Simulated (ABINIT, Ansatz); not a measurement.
# LiHS (Ama2): G0W0 with ABINIT, start to end, part 2 of 3

Aim: the G0W0 gap of LiHS (Ama2) on PBEsol, step by step.

ABINIT 10.8.3; PBEsol and many-body steps on it, plane waves. Known limits of the many-body steps: not at the basis limit; coarse k mesh.

So far. Step 2 (Ground state): The gap is direct, at Γ.

## 3. Bands along the symmetry lines

Level of this step: DFT, PBEsol, plane waves, norm-conserving pseudopotentials (ABINIT).

The cheap functional maps the bands first; the places of the edges decide which points the dearer methods must see.

Contents of run.abi:

```
acell 3*1.0 Angstrom
rprim 
  6.156870000000 0.000000000000 0.000000000000
  0.000000000000 2.809205000000 2.757390000000
  0.000000000000 -2.809205000000 2.757390000000
ntypat 3
znucl 3 1 16
natom 6
typat 1 1 2 2 3 3
xred 
  0.500000000000 0.501660000000 0.501660000000
  0.000000000000 0.501660000000 0.501660000000
  0.250000000000 0.133090000000 0.983490000000
  0.750000000000 0.983490000000 0.133090000000
  0.750000000000 0.998760000000 0.475340000000
  0.250000000000 0.475340000000 0.998760000000
pp_dirpath "pseudos"
pseudos "Li.upf, H.upf, S.upf"
ecut 33
iscf -2
irdden 1
kptopt 0
nkpt 92
kpt 
  0.00000000 0.00000000 0.00000000
  0.00000000 0.06250000 -0.06250000
  0.00000000 0.12500000 -0.12500000
  0.00000000 0.18750000 -0.18750000
  0.00000000 0.25000000 -0.25000000
  0.00000000 0.31250000 -0.31250000
  0.00000000 0.37500000 -0.37500000
  0.00000000 0.43750000 -0.43750000
  0.00000000 0.50000000 -0.50000000
  0.00000000 0.50114216 -0.49885784
  0.00000000 0.50228433 -0.49771567
  0.00000000 0.50342649 -0.49657351
  0.00000000 0.50456865 -0.49543134
  0.00000000 0.50571082 -0.49428918
  0.00000000 0.50685298 -0.49314702
  0.00000000 0.50799515 -0.49200485
  0.00000000 0.50913731 -0.49086269
  0.00000000 0.49086269 0.49086269
  0.00000000 0.42950485 0.42950485
  0.00000000 0.36814702 0.36814702
  0.00000000 0.30678918 0.30678918
  0.00000000 0.24543134 0.24543134
  0.00000000 0.18407351 0.18407351
  0.00000000 0.12271567 0.12271567
  0.00000000 0.06135784 0.06135784
  0.00000000 0.00000000 0.00000000
  0.06250000 0.00000000 0.00000000
  0.12500000 0.00000000 0.00000000
  0.18750000 0.00000000 0.00000000
  0.25000000 0.00000000 0.00000000
  0.31250000 0.00000000 0.00000000
  0.37500000 0.00000000 0.00000000
  0.43750000 0.00000000 0.00000000
  0.50000000 0.00000000 0.00000000
  0.50000000 0.06135784 0.06135784
  0.50000000 0.12271567 0.12271567
  0.50000000 0.18407351 0.18407351
  0.50000000 0.24543134 0.24543134
  0.50000000 0.30678918 0.30678918
  0.50000000 0.36814702 0.36814702
  0.50000000 0.42950485 0.42950485
  0.50000000 0.49086269 0.49086269
  0.50000000 0.50913731 -0.49086269
  0.50000000 0.50799515 -0.49200485
  0.50000000 0.50685298 -0.49314702
  0.50000000 0.50571082 -0.49428918
  0.50000000 0.50456865 -0.49543134
  0.50000000 0.50342649 -0.49657351
  0.50000000 0.50228433 -0.49771567
  0.50000000 0.50114216 -0.49885784
  0.50000000 0.50000000 -0.50000000
  0.43750000 0.50000000 -0.50000000
  0.37500000 0.50000000 -0.50000000
  0.31250000 0.50000000 -0.50000000
  0.25000000 0.50000000 -0.50000000
  0.18750000 0.50000000 -0.50000000
  0.12500000 0.50000000 -0.50000000
  0.06250000 0.50000000 -0.50000000
  0.00000000 0.50000000 -0.50000000
  0.00000000 0.00000000 0.00000000
  0.00000000 0.06250000 0.00000000
  0.00000000 0.12500000 0.00000000
  0.00000000 0.18750000 0.00000000
  0.00000000 0.25000000 0.00000000
  0.00000000 0.31250000 0.00000000
  0.00000000 0.37500000 0.00000000
  0.00000000 0.43750000 0.00000000
  0.00000000 0.50000000 0.00000000
  0.06250000 0.50000000 0.00000000
  0.12500000 0.50000000 0.00000000
  0.18750000 0.50000000 0.00000000
  0.25000000 0.50000000 0.00000000
  0.31250000 0.50000000 0.00000000
  0.37500000 0.50000000 0.00000000
  0.43750000 0.50000000 0.00000000
  0.50000000 0.50000000 0.00000000
  0.50000000 0.43750000 0.00000000
  0.50000000 0.37500000 0.00000000
  0.50000000 0.31250000 0.00000000
  0.50000000 0.25000000 0.00000000
  0.50000000 0.18750000 0.00000000
  0.50000000 0.12500000 0.00000000
  0.50000000 0.06250000 0.00000000
  0.50000000 0.00000000 0.00000000
  0.50000000 0.06250000 -0.06250000
  0.50000000 0.12500000 -0.12500000
  0.50000000 0.18750000 -0.18750000
  0.50000000 0.25000000 -0.25000000
  0.50000000 0.31250000 -0.31250000
  0.50000000 0.37500000 -0.37500000
  0.50000000 0.43750000 -0.43750000
  0.50000000 0.50000000 -0.50000000
istwfk *1
nband 17
nbdbuf 2
tolwfr 1e-08
nstep 40
prtwf 0
prtvol 0
indata_prefix "in"
outdata_prefix "out"
tmpdata_prefix "tmp"
```

Run with:

```bash
$ OMP_NUM_THREADS=1 mpirun -n 4 abinit run.abi > log
```

Numbers of over 12 decimals in the logs are rounded to 6 here.

Output:

```text
.Version 10.8.3 of ABINIT. v10.8.2 released Aug 2026.

 Symmetries : space group Am a 2 (# 40); Bravais oC (1-face-center ortho.)
[... echo of the input left out ...]
== DATASET  1 ==================================================================
-   mpi_nproc: 4, omp_nthreads: 1 (-1 if OMP is not activated)

--- !DatasetInfo
iteration_state: {dtset: 1, }
dimensions: {natom: 6, nkpt: 92, mband: 17, nsppol: 1, nspinor: 1, nspden: 1, mpw: 5862, }
cutoff_energies: {ecut:  33.0, pawecutdg:  -1.0, }
electrons: {nelect:   2.00000000E+01, charge:   0.00000000E+00, occopt:   1.00000000E+00, tsmear:   1.00000000E-02, }

 Real(R)+Recip(G) space primitive vectors, cartesian coordinates (Bohr,Bohr^-1):
 R(1)= 11.6347981  0.0000000  0.0000000  G(1)=  0.0859491  0.0000000  0.0000000
 R(2)=  0.0000000  5.3086281  5.2107119  G(2)=  0.0000000  0.0941863  0.0959562
 R(3)=  0.0000000 -5.3086281  5.2107119  G(3)=  0.0000000 -0.0941863  0.0959562
 Unit cell volume ucvol=  6.4367732E+02 bohr^3
 Angles (23,13,12)=  9.10666108E+01  9.00000000E+01  9.00000000E+01 degrees

 getcut: wavevector=  0.0000  0.0000  0.0000  ngfft=  64  40  40
         ecut(hartree)=     33.000   => boxcut(ratio)=   2.07980

--- Pseudopotential description ------------------------------------------------
- Li Generated using ONCVPSP code by D. R. Hamann
-  3.00000   3.00000  180301                  znucl, zion, pspdat
12 -116133 1 -1 1944                          pspcod,pspxc,lmax,lloc,mmax
     nproj     2     2     0
  pspatm : epsatm=    2.60875052
         --- l  ekb(1:nproj) -->
             0   -4.855856   -1.482423
             1   -2.171544   -0.427615
 pspatm: atomic psp has been read  and splines computed

- H Generated using ONCVPSP code by D. R. Hamann
-  1.00000   1.00000  180301                  znucl, zion, pspdat
12 -116133 1 -1 1180                          pspcod,pspxc,lmax,lloc,mmax
     nproj     2     1     0
  pspatm : epsatm=    0.35585368
         --- l  ekb(1:nproj) -->
             0   -1.674911   -0.523609
             1   -0.494138
 pspatm: atomic psp has been read  and splines computed

- S Generated using ONCVPSP code by D. R. Hamann
- 16.00000   6.00000  180301                  znucl, zion, pspdat
12 -116133 2 -1 1146                          pspcod,pspxc,lmax,lloc,mmax
     nproj     2     2     2
  pspatm : epsatm=    8.71840686
         --- l  ekb(1:nproj) -->
[...]
pspatm: atomic psp has been read  and splines computed

--------------------------------------------------------------------------------

================================================================================
 prteigrs : about to open file out_EIG
 Non-SCF case, kpt    1 (  0.00000  0.00000  0.00000), residuals and eigenvalues=
  3.68E-09  9.07E-09  9.75E-09  3.88E-09  2.62E-09  8.62E-09  8.55E-09  2.99E-09
  7.00E-09  9.99E-09  3.59E-09  3.91E-09  7.75E-09  9.10E-10  9.26E-09  6.96E-09
[...]
Non-SCF case, kpt   92 (  0.50000  0.50000 -0.50000), residuals and eigenvalues=
[...]
-1.6059E+00 -1.6059E+00 -4.2717E-01 -4.2717E-01 -1.8074E-01 -1.8074E-01
 -7.5736E-02 -7.5736E-02 -4.2995E-02 -4.2995E-02  1.9626E-01  1.9626E-01
  2.6810E-01  2.6810E-01  2.8979E-01  2.8979E-01  3.2003E-01

--- !ResultsGS
iteration_state: {dtset: 1, }
comment   : Summary of ground state results
lattice_vectors:
- [ 11.6347981,   0.0000000,   0.0000000, ]
- [  0.0000000,   5.3086281,   5.2107119, ]
- [  0.0000000,  -5.3086281,   5.2107119, ]
lattice_lengths: [  11.63480,    7.43862,    7.43862, ]
lattice_angles: [ 91.067,  90.000,  90.000, ] # degrees, (23, 13, 12)
lattice_volume:   6.4367732E+02
convergence: {deltae:  0.000E+00, res2:  0.000E+00, residm:  9.988E-09, diffor:  0.000E+00, }
etotal    :  -3.76616627E+01
entropy   :   0.00000000E+00
fermie    :  -4.48585749E-03
cartesian_stress_tensor: null
pressure_GPa: null
xred      :
- [  5.0000E-01,   5.0166E-01,   5.0166E-01, Li]
- [  0.0000E+00,   5.0166E-01,   5.0166E-01, Li]
- [  2.5000E-01,   1.3309E-01,   9.8349E-01,  H]
- [  7.5000E-01,   9.8349E-01,   1.3309E-01,  H]
- [  7.5000E-01,   9.9876E-01,   4.7534E-01,  S]
- [  2.5000E-01,   4.7534E-01,   9.9876E-01,  S]
cartesian_forces: null
force_length_stats: {min: null, max: null, mean: null, }

 Integrated electronic density in atomic spheres:
 ------------------------------------------------
 Atom  Sphere_radius  Integrated_density
[...]
================================================================================

 ----iterations are completed or convergence reached----

 Mean square residual over all n,k,spin=   52.591E-10; max=  99.877E-10
 reduced coordinates (array xred) for    6 atoms
[...]
0.750000000000      0.998760000000      0.475340000000
       0.250000000000      0.475340000000      0.998760000000

 cartesian coordinates (angstrom) at end:
    1      3.078435     0.000000     2.766545
    2      0.000000     0.000000     2.766545
    3      1.539217    -2.388948     3.078847
    4      4.617653     2.388948     3.078847
    5      4.617653     1.470394     4.064669
    6      1.539217    -1.470394     4.064669
 length scales=  1.889726125908  1.889726125908  1.889726125908 bohr
              =  1.000000000000  1.000000000000  1.000000000000 angstroms
 prteigrs : about to open file out_EIG
 Eigenvalues (hartree) for nkpt=  92  k points:
 kpt#   1, nband= 17, wtk=  1.00000, kpt=  0.0000  0.0000  0.0000 (reduced coord)
[...]
kpt#   2, nband= 17, wtk=  1.00000, kpt=  0.0000  0.0625 -0.0625 (reduced coord)
[...]
kpt#   3, nband= 17, wtk=  1.00000, kpt=  0.0000  0.1250 -0.1250 (reduced coord)
[...]
kpt#  91, nband= 17, wtk=  1.00000, kpt=  0.5000  0.4375 -0.4375 (reduced coord)
[...]
0.32315
 kpt#  92, nband= 17, wtk=  1.00000, kpt=  0.5000  0.5000 -0.5000 (reduced coord)
  -1.60589   -1.60589   -0.42717   -0.42717   -0.18074   -0.18074   -0.07574   -0.07574
  -0.04299   -0.04299    0.19626    0.19626    0.26810    0.26810    0.28979    0.28979
   0.32003

== END DATASET(S) ==============================================================
================================================================================

 -outvars: echo values of variables after computation  --------
            nband          17
             nkpt          92
          spgroup          40
 [... the other variables as echoed above ...]

 Calculation completed.
```

Run time: 54 s. Hardware: 4 MPI ranks of Arm Neoverse N1, shared host; peak memory 0.42 GiB; 3.6 min of CPU time.

This step gave:

```yaml
gap: 3.330 eV
k_of_the_valence_top: 0, 0, 0
k_of_the_conduction_bottom: 0, 0, 0
least_direct_gap: 3.330 eV
```

The gap is 3.330 eV, as in the run before at this level.

Electronic bands along the path, in eV, zero at the top of the highest filled band:

| point | band 7 | band 8 | band 9 | band 10 | band 11 | band 12 | band 13 | band 14 |
| --- | --- | --- | --- | --- | --- | --- | --- | --- |
| Γ | -2.12 | -0.64 | -0.59 | 0.00 | 3.33 | 3.69 | 5.08 | 5.11 |
| halfway | -1.63 | -1.52 | -1.35 | -0.45 | 4.97 | 5.57 | 6.41 | 7.09 |
| Y | -2.11 | -1.72 | -0.94 | -0.88 | 4.17 | 4.25 | 6.01 | 7.44 |
| halfway | -2.11 | -1.72 | -0.94 | -0.88 | 4.17 | 4.25 | 6.01 | 7.44 |
| F0 | -2.11 | -1.72 | -0.94 | -0.88 | 4.17 | 4.25 | 6.01 | 7.45 |
| jump to Δ0 | -2.11 | -1.72 | -0.94 | -0.88 | 4.17 | 4.25 | 6.01 | 7.45 |
| halfway | -1.60 | -1.48 | -1.36 | -0.49 | 5.11 | 5.66 | 6.27 | 7.07 |
| Γ | -2.12 | -0.64 | -0.59 | 0.00 | 3.33 | 3.69 | 5.08 | 5.11 |
| halfway | -1.89 | -0.65 | -0.61 | -0.45 | 3.61 | 3.79 | 5.17 | 5.29 |
| Z | -1.27 | -1.27 | -0.64 | -0.64 | 3.84 | 3.84 | 5.44 | 5.44 |
| halfway | -1.65 | -1.65 | -0.76 | -0.76 | 5.93 | 5.93 | 6.60 | 6.60 |
| B0 | -1.94 | -1.94 | -1.05 | -1.05 | 5.46 | 5.46 | 7.41 | 7.41 |
| jump to G0 | -1.94 | -1.94 | -1.05 | -1.05 | 5.46 | 5.46 | 7.41 | 7.41 |
| halfway | -1.94 | -1.94 | -1.05 | -1.05 | 5.46 | 5.46 | 7.42 | 7.42 |
| T | -1.94 | -1.94 | -1.05 | -1.05 | 5.46 | 5.46 | 7.42 | 7.42 |
| halfway | -2.06 | -1.79 | -1.01 | -0.96 | 4.67 | 4.73 | 6.50 | 7.79 |
| Y | -2.11 | -1.72 | -0.94 | -0.88 | 4.17 | 4.25 | 6.01 | 7.44 |
| jump to Γ | -2.12 | -0.64 | -0.59 | 0.00 | 3.33 | 3.69 | 5.08 | 5.11 |
| halfway | -1.85 | -1.58 | -0.52 | -0.30 | 3.90 | 4.89 | 6.02 | 6.55 |
| S | -2.32 | -1.33 | -0.86 | -0.43 | 4.27 | 5.79 | 6.79 | 7.46 |
| halfway | -2.44 | -1.18 | -0.69 | -0.43 | 4.21 | 5.73 | 6.49 | 7.18 |
| R | -2.54 | -1.04 | -0.54 | -0.42 | 4.13 | 5.81 | 6.17 | 7.03 |
| halfway | -1.89 | -1.11 | -0.72 | -0.53 | 4.00 | 5.61 | 6.05 | 6.56 |
| Z | -1.27 | -1.27 | -0.64 | -0.64 | 3.84 | 3.84 | 5.44 | 5.44 |
| halfway | -1.67 | -1.67 | -0.78 | -0.78 | 5.85 | 5.85 | 6.70 | 6.70 |
| T | -1.94 | -1.94 | -1.05 | -1.05 | 5.46 | 5.46 | 7.42 | 7.42 |

## 4. Empty states on the mesh, 2×2×2 mesh, 180 bands

The sums over transitions need many empty states on a uniform mesh; this step solves for them.

Contents of run.abi:

```
acell 3*1.0 Angstrom
rprim 
  6.156870000000 0.000000000000 0.000000000000
  0.000000000000 2.809205000000 2.757390000000
  0.000000000000 -2.809205000000 2.757390000000
ntypat 3
znucl 3 1 16
natom 6
typat 1 1 2 2 3 3
xred 
  0.500000000000 0.501660000000 0.501660000000
  0.000000000000 0.501660000000 0.501660000000
  0.250000000000 0.133090000000 0.983490000000
  0.750000000000 0.983490000000 0.133090000000
  0.750000000000 0.998760000000 0.475340000000
  0.250000000000 0.475340000000 0.998760000000
pp_dirpath "pseudos"
pseudos "Li.upf, H.upf, S.upf"
ecut 33
ngkpt 2 2 2
nshiftk 1
shiftk 0 0 0
kptopt 1
chksymbreak 0
iscf -2
irdden 1
istwfk *1
nband 180
nbdbuf 16
tolwfr 1e-09
nstep 60
prtvol 0
indata_prefix "in"
outdata_prefix "out"
tmpdata_prefix "tmp"
```

Output:

```text
.Version 10.8.3 of ABINIT. v10.8.2 released Aug 2026.

 Symmetries : space group Am a 2 (# 40); Bravais oC (1-face-center ortho.)
[... echo of the input left out ...]
== DATASET  1 ==================================================================
-   mpi_nproc: 4, omp_nthreads: 1 (-1 if OMP is not activated)

--- !DatasetInfo
iteration_state: {dtset: 1, }
dimensions: {natom: 6, nkpt: 6, mband: 180, nsppol: 1, nspinor: 1, nspden: 1, mpw: 5848, }
cutoff_energies: {ecut:  33.0, pawecutdg:  -1.0, }
electrons: {nelect:   2.00000000E+01, charge:   0.00000000E+00, occopt:   1.00000000E+00, tsmear:   1.00000000E-02, }

 Real(R)+Recip(G) space primitive vectors, cartesian coordinates (Bohr,Bohr^-1):
 R(1)= 11.6347981  0.0000000  0.0000000  G(1)=  0.0859491  0.0000000  0.0000000
 R(2)=  0.0000000  5.3086281  5.2107119  G(2)=  0.0000000  0.0941863  0.0959562
 R(3)=  0.0000000 -5.3086281  5.2107119  G(3)=  0.0000000 -0.0941863  0.0959562
 Unit cell volume ucvol=  6.4367732E+02 bohr^3
 Angles (23,13,12)=  9.10666108E+01  9.00000000E+01  9.00000000E+01 degrees

 getcut: wavevector=  0.0000  0.0000  0.0000  ngfft=  64  40  40
         ecut(hartree)=     33.000   => boxcut(ratio)=   2.07980

--- Pseudopotential description ------------------------------------------------
- Li Generated using ONCVPSP code by D. R. Hamann
-  3.00000   3.00000  180301                  znucl, zion, pspdat
12 -116133 1 -1 1944                          pspcod,pspxc,lmax,lloc,mmax
     nproj     2     2     0
  pspatm : epsatm=    2.60875052
         --- l  ekb(1:nproj) -->
             0   -4.855856   -1.482423
             1   -2.171544   -0.427615
 pspatm: atomic psp has been read  and splines computed

- H Generated using ONCVPSP code by D. R. Hamann
-  1.00000   1.00000  180301                  znucl, zion, pspdat
12 -116133 1 -1 1180                          pspcod,pspxc,lmax,lloc,mmax
     nproj     2     1     0
  pspatm : epsatm=    0.35585368
         --- l  ekb(1:nproj) -->
             0   -1.674911   -0.523609
             1   -0.494138
 pspatm: atomic psp has been read  and splines computed

- S Generated using ONCVPSP code by D. R. Hamann
- 16.00000   6.00000  180301                  znucl, zion, pspdat
12 -116133 2 -1 1146                          pspcod,pspxc,lmax,lloc,mmax
     nproj     2     2     2
  pspatm : epsatm=    8.71840686
         --- l  ekb(1:nproj) -->
[...]
pspatm: atomic psp has been read  and splines computed

--------------------------------------------------------------------------------

================================================================================
 prteigrs : about to open file out_EIG
 Non-SCF case, kpt    1 (  0.00000  0.00000  0.00000), residuals and eigenvalues=
  3.41E-10  2.32E-10  4.28E-10  3.19E-10  5.17E-10  7.89E-10  3.14E-10  6.39E-10
  8.01E-10  6.84E-10  2.28E-10  2.11E-10  3.48E-10  3.99E-10  3.29E-10  2.48E-10
  3.58E-10  3.68E-10  2.56E-10  4.71E-10  4.79E-10  4.68E-10  6.70E-10  5.16E-10
[...]
7.09E-05  8.80E-05  1.40E-04  4.49E-04
 -1.6060E+00 -1.6058E+00 -4.5319E-01 -4.3816E-01 -1.2144E-01 -1.1974E-01
 -8.2515E-02 -2.7947E-02 -2.5998E-02 -4.4859E-03  1.1789E-01  1.3122E-01
  1.8215E-01  1.8331E-01  2.8261E-01  2.8443E-01  3.5071E-01  3.8008E-01
[...]
2.8284E+00  2.8353E+00  2.8486E+00  2.8599E+00  2.8715E+00  2.8853E+00
  2.8891E+00  2.9072E+00  2.9111E+00  2.9237E+00  2.9248E+00  2.9278E+00
 prteigrs : prtvol=0 or 1, do not print more k-points.

--- !ResultsGS
iteration_state: {dtset: 1, }
comment   : Summary of ground state results
lattice_vectors:
- [ 11.6347981,   0.0000000,   0.0000000, ]
- [  0.0000000,   5.3086281,   5.2107119, ]
- [  0.0000000,  -5.3086281,   5.2107119, ]
lattice_lengths: [  11.63480,    7.43862,    7.43862, ]
lattice_angles: [ 91.067,  90.000,  90.000, ] # degrees, (23, 13, 12)
lattice_volume:   6.4367732E+02
convergence: {deltae:  0.000E+00, res2:  0.000E+00, residm:  9.997E-10, diffor:  0.000E+00, }
etotal    :  -3.76616627E+01
entropy   :   0.00000000E+00
fermie    :  -4.48585749E-03
cartesian_stress_tensor: null
pressure_GPa: null
xred      :
- [  5.0000E-01,   5.0166E-01,   5.0166E-01, Li]
- [  0.0000E+00,   5.0166E-01,   5.0166E-01, Li]
- [  2.5000E-01,   1.3309E-01,   9.8349E-01,  H]
- [  7.5000E-01,   9.8349E-01,   1.3309E-01,  H]
- [  7.5000E-01,   9.9876E-01,   4.7534E-01,  S]
- [  2.5000E-01,   4.7534E-01,   9.9876E-01,  S]
cartesian_forces: null
force_length_stats: {min: null, max: null, mean: null, }

 Integrated electronic density in atomic spheres:
 ------------------------------------------------
 Atom  Sphere_radius  Integrated_density
[...]
================================================================================

 ----iterations are completed or convergence reached----

 Mean square residual over all n,k,spin=   41.054E-11; max=  99.969E-11
 reduced coordinates (array xred) for    6 atoms
[...]
0.750000000000      0.998760000000      0.475340000000
       0.250000000000      0.475340000000      0.998760000000

 cartesian coordinates (angstrom) at end:
    1      3.078435     0.000000     2.766545
    2      0.000000     0.000000     2.766545
[...]
6      1.539217    -1.470394     4.064669
 length scales=  1.889726125908  1.889726125908  1.889726125908 bohr
              =  1.000000000000  1.000000000000  1.000000000000 angstroms
 prteigrs : about to open file out_EIG
 Eigenvalues (hartree) for nkpt=   6  k points:
 kpt#   1, nband=180, wtk=  0.12500, kpt=  0.0000  0.0000  0.0000 (reduced coord)
[...]
2.74963    2.75307    2.75634    2.78160    2.81194    2.81538    2.81813    2.82614
   2.82840    2.83531    2.84864    2.85986    2.87155    2.88528    2.88915    2.90719
   2.91113    2.92367    2.92483    2.92782
 prteigrs : prtvol=0 or 1, do not print more k-points.

== END DATASET(S) ==============================================================
================================================================================

 -outvars: echo values of variables after computation  --------
            nband         180
             nkpt           6
          spgroup          40
 [... the other variables as echoed above ...]

 Calculation completed.
```

Run time: 1.9 min. Hardware: 4 MPI ranks; peak memory 0.41 GiB; 7.6 min of CPU time.

Numbers from this step:

| Property | Result |
| --- | --- |
| gap | 3.330 eV |
| k of the valence top | 0, 0, 0 |
| k of the conduction bottom | 0, 0, 0 |
| least direct gap | 3.330 eV |
| k points computed | 6 |
| lowest point of the top converged band, above the valence top | 73.3633 eV |

On this mesh the gap is 3.330 eV.

[end of part 2 of 3]

[Paths, hosts, dates, memory and timing lines, banners, echoed tables and standing remarks are left out of the program output.]

[Logs are printed without paths, hosts, clocks, repeated set-up lines and the standing remarks that a program may print on its own settings, such as how far it seeks lower states.]

[Runs of the session that timed out or met a known fault of the program may be left out.]

[Hosts, paths, dates, database ids (printed as entryN), source tags and the programs' standing remarks are cut or masked in the printed files.]

[G0W0 gaps are taken among the corrected bands and points alone; a level outside them can change the order at an edge.]

[Where Ansatz stands beside ABINIT at settings called matched, ABINIT's density can come from a denser mesh and the files from another edition; pairs whose starting gaps differed by over 0.03 eV were left out, so agreement reads better than it is.]
